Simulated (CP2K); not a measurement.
Consider chloride dihydrate at its PBE geometry (Å).

```xyz
7

Cl   -1.4560   -0.9002   -1.2750
O    -0.7888    0.6276    1.4529
O     1.3399    0.1629   -0.6772
H    -1.2334    0.1137    0.7282
H     0.0769    0.7743    1.0225
H     0.4205   -0.1206   -0.9979
H     1.6409   -0.6578   -0.2535
```

Method: CP2K XAS_TDP, all-electron GAPW, PBEh(45%), aug-pc-1, TDA, GW2X-corrected core level, ZORA, spin–orbit coupling.

Q: Where do the Cl L₂,₃-edge lines lie, and how strong are they?

Leading lines: Cl1 200.73 eV. The leading line of an atom is its first one with 35 % of the strongest within 2.5 eV of its lowest line over the strength cut. Core ionisation energies at this level: Cl1 198.96/198.98/200.55 eV; the 2p½ level lies 1.58 eV above the 2p3/2 pair.

The first six lines of each atom with a strength over 0.0003:

| atom | energy (eV) | states | strength, one atom | above the computed threshold |
| --- | --- | --- | --- | --- |
| Cl1 (takes 2 H bonds) | 200.73 | 3 | 0.0005 | yes |
|  | 200.75 | 2 | 0.0009 | yes |
|  | 201.34 | 3 | 0.0004 | yes |
|  | 201.35 | 1 | 0.0004 | yes |
|  | 201.37 | 1 | 0.0005 | yes |
|  | 202.31 | 3 | 0.0005 | yes |

Lines are vertical, at one geometry, with no vibrational structure. GW2X ionisation energies and lines can be off by 1 to 2 eV either way, and a good line position may hide errors that cancel. Rydberg lines, and the discretised continuum above threshold, depend on the basis and the box. This is one low-energy arrangement of the cluster, relaxed without a dispersion correction; others exist. The ion (charge -1) is isolated, with no counter-ion or solvent. In an isolated anion many lines lie above the ionisation threshold and are held only by the finite basis.

[Banner, clock and machine lines of the logs are left out without a mark of their own.]

[Logs are printed without paths, hosts, clocks, repeated set-up lines and the standing remarks that a program may print on its own settings, such as how far it seeks lower states.]

[Hosts, paths, dates, database ids (printed as entryN), source tags and the programs' standing remarks are cut or masked in the printed files.]
